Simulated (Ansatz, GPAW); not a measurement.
# Ta2N(OH)2 MXene monolayer in an electric field, part 2 of 3

Wanted: the out-of-plane polarisability of Ta2N(OH)2 MXene monolayer.

GPAW 26.7.0 and Ansatz 0.2.0; Ansatz plane waves; layer without images along its normal, relaxation of atoms and in-plane cell; PAW set soft_1 (the session's first sound run).

So far. Step 2 (Relaxing the atoms): The relaxation lowered the energy of the cell by 0.754 eV.

## 3. The slab's potential

With the geometry fixed, the planar mean of the potential gives the vacuum level on each side.

This step: GPAW, PAW setups; slab in vacuum (GPAW 26.7.0).

The cell differs from the one that the last finished run ended in (c 37.563 → 22.555 Å).

run.py reads:

```python
import json
import numpy as np
from ase import Atoms
from gpaw import GPAW, PW

slab = Atoms(
    ['H', 'O', 'Ta', 'N', 'Ta', 'O', 'H'],
    positions=[
        [-0.00000, 1.90277, 8.00000],
        [-0.00000, 1.90277, 8.98004],
        [1.64784, 0.95138, 10.26123],
        [0.00000, -0.00000, 11.27754],
        [-0.00000, 1.90277, 12.29385],
        [1.64784, 0.95138, 13.57504],
        [1.64784, 0.95138, 14.55508]],
    cell=[[3.29569, 0.0, 0.0], [-1.64784, 2.85415, -0.0], [0.0, -0.0, 22.5551]],
    pbc=[True, True, False],
    magmoms=[0.0, 0.0, 1.0, 0.0, 1.0, 0.0, 0.0])

slab.calc = GPAW(mode=PW(500), xc='PBE', kpts={'size': (12, 12, 1), 'gamma': True},
                 occupations={'name': 'fermi-dirac', 'width': 0.05}, nbands='160%',
                 convergence={'density': 1e-05}, maxiter=200,
                 poissonsolver={'dipolelayer': 'xy'},
                 symmetry={'tolerance': 1e-3}, txt='slab.txt')
result = {}
energy = slab.get_potential_energy()
fermi = slab.calc.get_fermi_level()
v = slab.calc.get_electrostatic_potential().mean((0, 1)) - fermi
n = slab.calc.get_pseudo_density().mean((0, 1))
L = slab.cell[2, 2]
z = np.arange(len(v)) * L / len(v)
low, high = slab.positions[:, 2].min(), slab.positions[:, 2].max()
below, above = np.interp([low - 5.8, high + 5.8], z, v)
slopes = [np.interp(x, z, np.gradient(v, z)) for x in (low - 5.8, high + 5.8)]
eps = np.array([[slab.calc.get_eigenvalues(k, s) for k in range(len(slab.calc.get_ibz_k_points()))]
                for s in range(slab.calc.get_number_of_spins())]) - fermi
top, bottom = eps[eps < 0].max(), eps[eps > 0].min()
dipole = slab.get_dipole_moment()[2]
print(f'energy {energy:.4f} eV, Fermi level {fermi:.4f} eV, dipole {dipole:.5f} e A')
print(f'potential 5.8 A off the faces, from the Fermi level: lower {below:.4f} eV, upper {above:.4f} eV')
print(f'slope of the potential there: lower {slopes[0]:.5f}, upper {slopes[1]:.5f} eV/A')
print(f'nearest levels on the mesh: {top:.4f} and {bottom:.4f} eV')
print('magnetic moment', round(slab.get_magnetic_moment(), 3))
result.update(energy=energy, fermi=fermi, dipole=dipole, below=below, above=above, slopes=slopes, edges=[top, bottom],
              z=z.tolist(), v=v.tolist(), n=n.tolist(), positions=slab.positions.tolist(),
              forces=slab.get_forces(apply_constraint=False).tolist(), moments=slab.get_magnetic_moments().tolist())
json.dump(result, open('result.json', 'w'))
```

Started as:

```bash
$ OMP_NUM_THREADS=1 OPENBLAS_NUM_THREADS=1 python run.py
```

The log of the run:

```text
energy -50.7289 eV, Fermi level 1.8100 eV, dipole -0.00033 e A
potential 5.8 A off the faces, from the Fermi level: lower 2.5223 eV, upper 2.5286 eV
slope of the potential there: lower -0.00220, upper 0.00220 eV/A
nearest levels on the mesh: -0.0657 and 0.0188 eV
magnetic moment 0.0
```

The job ended after 2 min (1 thread of AMD EPYC 9R14 (Zen 4), shared host; peak memory 0.4 GiB).

Numbers from this step:

```
dipole along the normal                    : -3.33e-4 e·Å
levels nearest the Fermi level on the mesh : -0.06565, 0.01880 eV from the Fermi level
upper work function                        : 2.529 eV
lower work function                        : 2.522 eV
sum of the site moments                    : 0 μB
```

The electrostatic potential energy of an electron (without an applied field's), less the Fermi level, planar mean oscillates, so the rows of the table below give means over windows of 1.5 Å about each position, cut where the curve ends. Its maxima inside the range that stand out by 2 % of the span (Å: eV): 8.3: -0.642, 9.4: -7.58, 10.9: -13.5, 11.7: -13.5, 13.2: -7.57, 14.3: -0.636. Its minima: 8.0: -1.36, 9.0: -10.6, 10.2: -22.9, 11.3: -16.6, 12.3: -22.9, 13.5: -10.6, 14.6: -1.35.

The electrostatic potential energy of an electron (without an applied field's), less the Fermi level, planar mean by z; means over each step:

```csv
z (Å),"electrostatic potential energy of an electron (without an applied field's), less the Fermi level, planar mean (eV)"
0.75,2.52
2.25,2.52
3.75,2.51
5.25,2.41
6.75,1.67
8.25,-2.55
9.75,-14.6
11.25,-15.5
12.75,-14.9
14.25,-2.94
15.75,1.61
17.25,2.41
18.75,2.52
20.25,2.53
21.75,2.53
```

The pseudo valence density, planar mean oscillates, so the rows of the table below give means over windows of 1.32 Å about each position, cut where the curve ends. Its maxima inside the range that stand out by 2 % of the span (Å: e/Å³): 9.0: 0.826, 10.3: 1.27, 11.3: 0.822, 12.2: 1.27, 13.5: 0.826. Its minima: 9.6: 0.500, 10.9: 0.792, 11.7: 0.792, 13.0: 0.500.

Pseudo valence density, planar mean against z; means over each step:

z (Å), pseudo valence density, planar mean (e/Å³) and a bar:
```
     3.30       0.00 
     4.62       0.00 
     5.94       0.00 
     7.26       0.03 #
     8.58       0.46 ################
     9.90       0.86 #############################
    11.22       0.84 ############################
    12.54       0.89 ##############################
    13.86       0.50 #################
    15.18       0.04 #
    16.50       0.00 
    17.82       0.00 
    19.14       0.00
```

Force by atom:

```csv
atom,x (eV/Å),y (eV/Å),z (eV/Å),size
H1,0.000,0.000,-0.173,0.173
O2,0.000,0.000,0.184,0.184
Ta3,0.000,0.000,-0.116,0.116
N4,0.000,0.000,0.000,0.000
Ta5,0.000,0.000,0.116,0.116
O6,0.000,0.000,-0.184,0.184
H7,0.000,0.000,0.173,0.173
```

The potential is flat to 0.002 eV/Å where it is read, so the vacuum is wide enough. The geometry is the other program's minimum; here the largest force on a free atom is 0.18 eV/Å.

## 4. In a field

A uniform field along the normal polarises the slab; the atoms stay fixed, so this is the electronic response alone.

Edit run.py of step 3 so:

```diff
@@ -4,2 +4,3 @@
 from gpaw import GPAW, PW
+from gpaw.external import ConstantElectricField
 
@@ -23,2 +24,3 @@
                  poissonsolver={'dipolelayer': 'xy'},
+                 external=ConstantElectricField(-0.2, [0, 0, 1]),
                  symmetry={'tolerance': 1e-3}, txt='slab.txt')
```

The log of the run:

```text
energy -50.7413 eV, Fermi level 1.7964 eV, dipole -0.12338 e A
potential 5.8 A off the faces, from the Fermi level: lower 1.3696 eV, upper 3.7413 eV
slope of the potential there: lower -0.00154, upper 0.00427 eV/A
nearest levels on the mesh: -0.0690 and 0.0201 eV
magnetic moment -0.0
```

Wall time 8.3 min (1 thread); peak memory 0.92 GiB.

Numbers from this step:

```
dipole along the normal                                         : -0.1234 e·Å
levels nearest the Fermi level on the mesh                      : -0.06898, 0.02010 eV from the Fermi level
potential below the slab, the applied field's own ramp left out : 1.370 eV from the Fermi level
potential above the slab, the applied field's own ramp left out : 3.741 eV from the Fermi level
```

The electrostatic potential energy of an electron (without an applied field's), less the Fermi level, planar mean oscillates, so the rows of the table below give means over windows of 1 Å about each position, cut where the curve ends. Its maxima inside the range that stand out by 2 % of the span (Å: eV): 8.3: -1.28, 9.4: -7.96, 10.9: -13.6, 11.7: -13.4, 13.2: -7.19, 14.3: -0.00222, 22.0: 3.74. Its minima: 8.0: -2.07, 9.0: -11.1, 10.2: -23.1, 11.3: -16.6, 12.3: -22.7, 13.5: -10.2, 14.6: -0.649.

Electrostatic potential energy of an electron (without an applied field's), less the Fermi level, planar mean against z; means over each step:

z (Å), electrostatic potential energy of an electron (without an applied field's), less the Fermi level, planar mean (eV) and a bar from the least value:
```
        0        1.8 ###########################
        1        1.4 ###########################
        2        1.4 ###########################
        3        1.4 ###########################
        4        1.4 ###########################
        5        1.3 ###########################
        6        1.2 ##########################
        7        0.5 ##########################
        8       -1.4 #######################
        9       -8.0 ##############
       10      -17.8 #
       11      -15.7 ####
       12      -18.3 
       13      -11.2 ##########
       14       -3.5 ####################
       15        1.0 ##########################
       16        2.9 #############################
       17        3.5 ##############################
       18        3.7 ##############################
       19        3.7 ##############################
       20        3.7 ##############################
       21        3.7 ##############################
       22        3.6 ##############################
```

Force by atom:

```
atom  x (eV/Å)  y (eV/Å)  z (eV/Å)   size
  H1     0.000     0.000    -0.136  0.136
  O2     0.000     0.000     0.127  0.127
 Ta3     0.000     0.000    -0.087  0.087
  N4     0.000     0.000    -0.017  0.017
 Ta5     0.000     0.000     0.139  0.139
  O6     0.000     0.000    -0.232  0.232
  H7     0.000     0.000     0.204  0.204
```

The dipole is now -0.123 e Å, against -3.3e-4 in the run without a field.

## 5. Field on

Edit run.py of step 4 so:

```diff
@@ -24,3 +24,3 @@
                  poissonsolver={'dipolelayer': 'xy'},
-                 external=ConstantElectricField(-0.2, [0, 0, 1]),
+                 external=ConstantElectricField(-0.1, [0, 0, 1]),
                  symmetry={'tolerance': 1e-3}, txt='slab.txt')
```

The log of the run:

```text
energy -50.7320 eV, Fermi level 1.8066 eV, dipole -0.06159 e A
potential 5.8 A off the faces, from the Fermi level: lower 1.9408 eV, upper 3.1248 eV
slope of the potential there: lower -0.00178, upper 0.00298 eV/A
nearest levels on the mesh: -0.0665 and 0.0192 eV
magnetic moment 0.0
```

Elapsed: 8.3 min, on 1 thread; peak memory 0.91 GiB.

Numbers from this step:

| Property | Result |
| --- | --- |
| dipole along the normal | -0.06159 e·Å |
| levels nearest the Fermi level on the mesh | -0.06654, 0.01919 eV from the Fermi level |
| potential below the slab, the applied field's own ramp left out | 1.941 eV from the Fermi level |
| potential above the slab, the applied field's own ramp left out | 3.125 eV from the Fermi level |

The electrostatic potential energy of an electron (without an applied field's), less the Fermi level, planar mean oscillates, so the rows of the table below give means over windows of 1.5 Å about each position, cut where the curve ends. Its maxima inside the range that stand out by 2 % of the span (Å: eV): 8.3: -0.960, 9.4: -7.77, 10.9: -13.5, 11.7: -13.5, 13.2: -7.38, 14.3: -0.320. Its minima: 8.0: -1.71, 9.0: -10.9, 10.2: -23.0, 11.3: -16.6, 12.3: -22.8, 13.5: -10.4, 14.6: -1.00.

Table of electrostatic potential energy of an electron (without an applied field's), less the Fermi level, planar mean by z; means over each step:

```
z (Å)  electrostatic potential energy of an electron (without an applied field's), less the Fermi level, planar mean (eV)
 0.75                                                                                                                2.02
 2.25                                                                                                                1.94
 3.75                                                                                                                1.93
 5.25                                                                                                                1.85
 6.75                                                                                                                1.19
 8.25                                                                                                               -2.87
 9.75                                                                                                               -14.8
11.25                                                                                                               -15.5
12.75                                                                                                               -14.8
14.25                                                                                                               -2.63
15.75                                                                                                                2.09
17.25                                                                                                                2.97
18.75                                                                                                                3.11
20.25                                                                                                                3.12
21.75                                                                                                                3.08
```

Force by atom:

```csv
atom,x (eV/Å),y (eV/Å),z (eV/Å),size
H1,0.000,0.000,-0.155,0.155
O2,0.000,0.000,0.157,0.157
Ta3,0.000,0.000,-0.102,0.102
N4,0.000,0.000,-0.009,0.009
Ta5,0.000,0.000,0.129,0.129
O6,0.000,0.000,-0.209,0.209
H7,0.000,0.000,0.189,0.189
```

The dipole is now -0.0616 e Å, against -3.3e-4 in the run without a field.

## 6. Field on

Edit run.py of step 5 so:

```diff
@@ -24,3 +24,3 @@
                  poissonsolver={'dipolelayer': 'xy'},
-                 external=ConstantElectricField(-0.1, [0, 0, 1]),
+                 external=ConstantElectricField(-0.05, [0, 0, 1]),
                  symmetry={'tolerance': 1e-3}, txt='slab.txt')
```

The log of the run:

```text
energy -50.7297 eV, Fermi level 1.8093 eV, dipole -0.03076 e A
potential 5.8 A off the faces, from the Fermi level: lower 2.2314 eV, upper 2.8227 eV
slope of the potential there: lower -0.00195, upper 0.00253 eV/A
nearest levels on the mesh: -0.0660 and 0.0190 eV
magnetic moment 0.0
```

It took 8 min on 1 thread; peak memory 0.91 GiB.

## 7. Field on

Edit run.py of step 6 so:

```diff
@@ -24,3 +24,3 @@
                  poissonsolver={'dipolelayer': 'xy'},
-                 external=ConstantElectricField(-0.05, [0, 0, 1]),
+                 external=ConstantElectricField(0.05, [0, 0, 1]),
                  symmetry={'tolerance': 1e-3}, txt='slab.txt')
```

The log of the run:

```text
energy -50.7297 eV, Fermi level 1.8093 eV, dipole 0.03076 e A
potential 5.8 A off the faces, from the Fermi level: lower 2.8227 eV, upper 2.2314 eV
slope of the potential there: lower -0.00253, upper 0.00195 eV/A
nearest levels on the mesh: -0.0660 and 0.0190 eV
magnetic moment 0.0
```

The job ended after 7.8 min (1 thread; peak memory 0.91 GiB).

The electrostatic potential energy of an electron (without an applied field's), less the Fermi level, planar mean oscillates, so the rows of the table below give means over windows of 1.5 Å about each position, cut where the curve ends. Its maxima inside the range that stand out by 2 % of the span (Å: eV): 8.3: -0.479, 9.4: -7.48, 10.9: -13.5, 11.7: -13.5, 13.2: -7.67, 14.3: -0.800. Its minima: 8.0: -1.18, 9.0: -10.5, 10.2: -22.8, 11.3: -16.6, 12.3: -22.9, 13.5: -10.7, 14.6: -1.53.

The electrostatic potential energy of an electron (without an applied field's), less the Fermi level, planar mean by z; means over each step:

z (Å), electrostatic potential energy of an electron (without an applied field's), less the Fermi level, planar mean (eV) and a bar from the least value:
```
     0.75        2.8 ##############################
     2.25        2.8 ##############################
     3.75        2.8 ##############################
     5.25        2.7 ##############################
     6.75        1.9 #############################
     8.25       -2.4 #####################
     9.75      -14.5 ##
    11.25      -15.5 
    12.75      -15.0 #
    14.25       -3.1 ####################
    15.75        1.4 ############################
    17.25        2.1 #############################
    18.75        2.2 #############################
    20.25        2.2 #############################
    21.75        2.3 #############################
```

## 8. Field on

Edit run.py of step 7 so:

```diff
@@ -24,3 +24,3 @@
                  poissonsolver={'dipolelayer': 'xy'},
-                 external=ConstantElectricField(0.05, [0, 0, 1]),
+                 external=ConstantElectricField(0.1, [0, 0, 1]),
                  symmetry={'tolerance': 1e-3}, txt='slab.txt')
```

The log of the run:

```text
energy -50.7320 eV, Fermi level 1.8066 eV, dipole 0.06158 e A
potential 5.8 A off the faces, from the Fermi level: lower 3.1248 eV, upper 1.9408 eV
slope of the potential there: lower -0.00298, upper 0.00178 eV/A
nearest levels on the mesh: -0.0665 and 0.0192 eV
magnetic moment 0.0
```

The job ended after 8.2 min (1 thread; peak memory 0.91 GiB).

The electrostatic potential energy of an electron (without an applied field's), less the Fermi level, planar mean oscillates, so the rows of the table below give means over windows of 1.5 Å about each position, cut where the curve ends. Its maxima inside the range that stand out by 2 % of the span (Å: eV): 0.6: 3.13, 8.3: -0.320, 9.4: -7.38, 10.9: -13.5, 11.7: -13.5, 13.2: -7.77, 14.3: -0.960. Its minima: 8.0: -1.00, 9.0: -10.4, 10.2: -22.8, 11.3: -16.6, 12.3: -23.0, 13.5: -10.9, 14.6: -1.71.

Electrostatic potential energy of an electron (without an applied field's), less the Fermi level, planar mean against z; means over each step:

z (Å), electrostatic potential energy of an electron (without an applied field's), less the Fermi level, planar mean (eV) and a bar from the least value:
```
     0.75        3.1 ##############################
     2.25        3.1 ##############################
     3.75        3.1 ##############################
     5.25        3.0 ##############################
     6.75        2.2 ############################
     8.25       -2.2 #####################
     9.75      -14.4 ##
    11.25      -15.5 
    12.75      -15.1 #
    14.25       -3.3 ####################
    15.75        1.1 ###########################
    17.25        1.8 ############################
    18.75        1.9 ############################
    20.25        1.9 ############################
    21.75        2.0 ############################
```

The dipole is now 0.0616 e Å, against -3.3e-4 in the run without a field.

## 9. In a field

Edit run.py of step 8 so:

```diff
@@ -24,3 +24,3 @@
                  poissonsolver={'dipolelayer': 'xy'},
-                 external=ConstantElectricField(0.1, [0, 0, 1]),
+                 external=ConstantElectricField(0.2, [0, 0, 1]),
                  symmetry={'tolerance': 1e-3}, txt='slab.txt')
```

The log of the run:

```text
energy -50.7413 eV, Fermi level 1.7964 eV, dipole 0.12338 e A
potential 5.8 A off the faces, from the Fermi level: lower 3.7413 eV, upper 1.3696 eV
slope of the potential there: lower -0.00427, upper 0.00154 eV/A
nearest levels on the mesh: -0.0690 and 0.0201 eV
magnetic moment -0.0
```

Wall time 8.2 min (1 thread); peak memory 0.91 GiB.

The dipole is now 0.123 e Å, against -3.3e-4 in the run without a field.

[end of part 2 of 3]

[Logs are printed without paths, hosts, clocks, repeated set-up lines and the standing remarks that a program may print on its own settings, such as how far it seeks lower states.]

[Hosts, paths, dates, database ids (printed as entryN), source tags and the programs' standing remarks are cut or masked in the printed files.]
